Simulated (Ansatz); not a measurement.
# ZnCu2SnSe4: which shell does photoemission see at 21.2 and 100 eV? (PBE)

The valence band of ZnCu2SnSe4 mixes several shells. Work out by hand which one leads the spectrum's area at each photon energy.

Filled states come from the projected DOS of Ansatz 0.2.0 (PBE, plane waves); cross sections σ and asymmetry parameters β are those of free atoms in a Dirac–Hartree–Slater calculation. A shell's area is states × σ × angular factor, which is 1 + β·P₂(cos θ) for linear light, with θ = 10° from the polarisation and P₂ = 0.955.

**At 21.2 eV** (states counted from 11.2 eV below the zero; other shells add 3.1 to the products' sum of 126):

| shell | filled states a cell | cross section (Mb an electron) | β | angular factor | product | share by hand (%) | share in the simulated spectrum (%) |
| --- | --- | --- | --- | --- | --- | --- | --- |
| Sn 4d | 0.02 | 0 | 0.00 | 1.00 | 0 | 0 | 0 |
| Se 4p | 18.94 | 2.04 | 1.83 | 2.75 | 106 | 84 | 84 |
| Zn 3d | 9.93 | 0.394 | 0.01 | 1.01 | 3.96 | 3 | 3 |
| Cu 3d | 19.54 | 0.796 | -0.20 | 0.81 | 12.5 | 10 | 10 |

**At 100 eV** (states counted from 23.8 eV below the zero; other shells add 1.7 to the products' sum of 43.1):

| shell | filled states a cell | cross section (Mb an electron) | β | angular factor | product | share by hand (%) | share in the simulated spectrum (%) |
| --- | --- | --- | --- | --- | --- | --- | --- |
| Sn 4d | 10.00 | 0.2 | 1.87 | 2.79 | 5.56 | 13 | 13 |
| Se 4p | 19.00 | 0.0268 | 0.33 | 1.31 | 0.669 | 2 | 2 |
| Zn 3d | 9.98 | 0.781 | 0.57 | 1.54 | 12 | 28 | 28 |
| Cu 3d | 19.62 | 0.724 | 0.66 | 1.63 | 23.2 | 54 | 54 |

Se 4p leads at 21.2 eV and Cu 3d at 100 eV. Between the two energies σ of Se 4p changes by a factor 0.013 and that of Cu 3d by 0.91, so their ratio moves 69-fold in favour of the second. The simulated spectrum uses the same rule on the energy-resolved DOS, so the two share columns agree within a few points.

Only crystals where the two columns agree within 4 points and the lead is clear are worked in this form. Free-atom cross sections ignore the solid's final states, no escape depth or background enters, and the count of states a shell hangs on the projection.
